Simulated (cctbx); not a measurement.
# Solving a structure by charge flipping

Cell a = 10.1010 Å, b = 10.1010 Å, c = 10.1010 Å, α = 90.00°, β = 90.00°, γ = 90.00°; space group Im-3m (no. 229); content Pb2 Br24 Cu6 K8.

Simulated single-crystal data (cctbx): Mo Kα, λ = 0.71073 Å, to d = 0.77 Å, 50 % of the full sphere, strongest reflection 5000 counts, noise from counting, a 3 % proportional error and a noise floor of 15 counts (s.d.); no absorption.

Charge flipping in P1 on plain amplitudes to 0.77 Å, δ = 0.9 σ, 10 % of the reflections treated as weak, 600 cycles:

```text
cycle      R  skewness
    0  0.469     0.49
   50  0.380     3.38
  100  0.290     6.06
  150  0.284     5.95
  200  0.280     5.93
  250  0.276     5.88
  300  0.287     5.92
  350  0.284     5.98
  400  0.281     5.85
  450  0.286     5.90
  500  0.288     5.87
  550  0.282     5.84
origin shift          correlation  skewness
 0.411  0.774  0.824      0.957      6.53
 0.411  0.274  0.824      0.957      6.24
 0.411  0.274  0.324      0.957      7.27
 0.411  0.774  0.324      0.957      6.81
taken: symmetry correlation 0.957, skewness 7.27
peak      x       y       z  mult  height/sigma
Q1    0.0000  0.0000  0.0000    2     24.6
Q2    0.0000  0.0000  0.2422   12     16.2
Q3    0.0000  0.2500  0.5000   12     14.3
Q4    0.0000  0.0000  0.5000    6     11.9
Q5    0.2500  0.2500  0.2500    8      4.4
Q6    0.0000  0.0000  0.1271   12      1.3
Q7    0.1948  0.1948  0.1948   16      1.3
Q8    0.0956  0.1793  0.2580   96      1.1
Q9    0.1176  0.2677  0.2677   48      1.1
Q10   0.0591  0.0591  0.1690   48      1.1
```

The origin is taken among those within 0.04 of the best correlation, by the skewness of the map.

Run time: 4.7 s on 1 thread of Arm Neoverse V2, with other jobs on the host, peak memory 0.08 GiB.

**Question.** Which peaks are atoms, and which elements?

Heights go roughly as Z and multiplicities must add up to the content. First model: Q1 = Pb1 (2 in the cell, height 24.6), Q2 = Br1 (12 in the cell, height 16.2), Q3 = Br2 (12 in the cell, height 14.3), Q4 = Cu1 (6 in the cell, height 11.9) and Q5 = K1 (8 in the cell, height 4.4). Against the true structure, Q1 is Pb, Q2 is Br, Q3 is Br, Q4 is Cu and Q5 is K; the other peaks are not atoms.

Least squares on F², isotropic:

```text
Rint 0.114, 146 unique reflections to 0.77 A
cycle     R1     wR2    GooF  max shift (A)
   1  0.1379  0.2428   6.171   0.03933
   2  0.0299  0.0387   0.984   0.00000
final R1 0.0299 wR2 0.0387 GooF 0.984  parameters 6  data/parameter 24.3
atom        x        y        z      Ueq    occ   su(xyz)  su(Uiso or U11)
Pb1    0.00000  0.00000  0.00000   0.0041  1.000  0.00000  0.0004
Br1    0.00000  0.00000  0.24609   0.0066  1.000  0.00021  0.0003
Br2    0.00000  0.25000  0.50000   0.0078  1.000  0.00000  0.0004
Cu1    0.00000  0.00000  0.50000   0.0059  1.000  0.00000  0.0005
K1     0.25000  0.25000  0.25000   0.0090  1.000  0.00000  0.0006
difference map: max 2.67 min -1.89 rms 0.45
Q1    0.1373  0.1373  0.1373   16    2.96  1.97 A from K1
Q2    0.2130  0.2130  0.2130   16    1.78  0.65 A from K1
Q3    0.0000  0.2786  0.2786   24    1.59  2.25 A from Br2
Q4    0.1449  0.1449  0.3136   48    1.37  1.63 A from K1
Q5    0.0000  0.3753  0.3753   24    1.32  1.78 A from Cu1
```

Anisotropic refinement:

```text
Rint 0.114, 146 unique reflections to 0.77 A
cycle     R1     wR2    GooF  max shift (A)
   1  0.0298  0.0387   0.999   0.00002
   2  0.0297  0.0386   0.996   0.00000
final R1 0.0297 wR2 0.0386 GooF 0.996  parameters 10  data/parameter 14.6
atom        x        y        z      Ueq    occ   su(xyz)  su(Uiso or U11)
Pb1    0.00000  0.00000  0.00000   0.0041  1.000  0.00000  0.0004
Br1    0.00000  0.00000  0.24609   0.0066  1.000  0.00022  0.0005
Br2    0.00000  0.25000  0.50000   0.0078  1.000  0.00000  0.0005
Cu1    0.00000  0.00000  0.50000   0.0059  1.000  0.00000  0.0009
K1     0.25000  0.25000  0.25000   0.0090  1.000  0.00000  0.0006
difference map: max 2.69 min -1.91 rms 0.45
Q1    0.1373  0.1373  0.1373   16    3.00  1.97 A from K1
Q2    0.0000  0.2787  0.2787   24    1.60  2.25 A from Br2
Q3    0.2108  0.2108  0.2108   16    1.56  0.69 A from K1
Q4    0.1448  0.1448  0.3136   48    1.39  1.64 A from K1
Q5    0.0000  0.3755  0.3755   24    1.32  1.78 A from Cu1
Q6    0.0851  0.0851  0.2405   48    1.22  1.22 A from Br1
```

**Reading.** The refinement ends at R1 = 0.0297, wR2 = 0.0386, GooF = 1.00, with difference density between -1.91 and 2.69 e/Å³. Every site matches the true model in element, within 0.001 Å r.m.s., up to an allowed shift of origin.

True model:

```csv
atom,mult.,x,y,z,Ueq (Å²)
Pb1,2,0,0,0,0.0037
Br1,12,1/2,0,1/4,0.0074
Br2,12,0,0.7536,0,0.0063
Cu1,6,0,1/2,0,0.0052
K1,8,1/4,1/4,3/4,0.0075
```

This is a model crystal, built by substitution and not relaxed, with assumed displacement parameters.

[Middle refinement cycles are left out of these outputs.]

[Logs are printed without paths, hosts, clocks, repeated set-up lines and the standing remarks that a program may print on its own settings, such as how far it seeks lower states.]
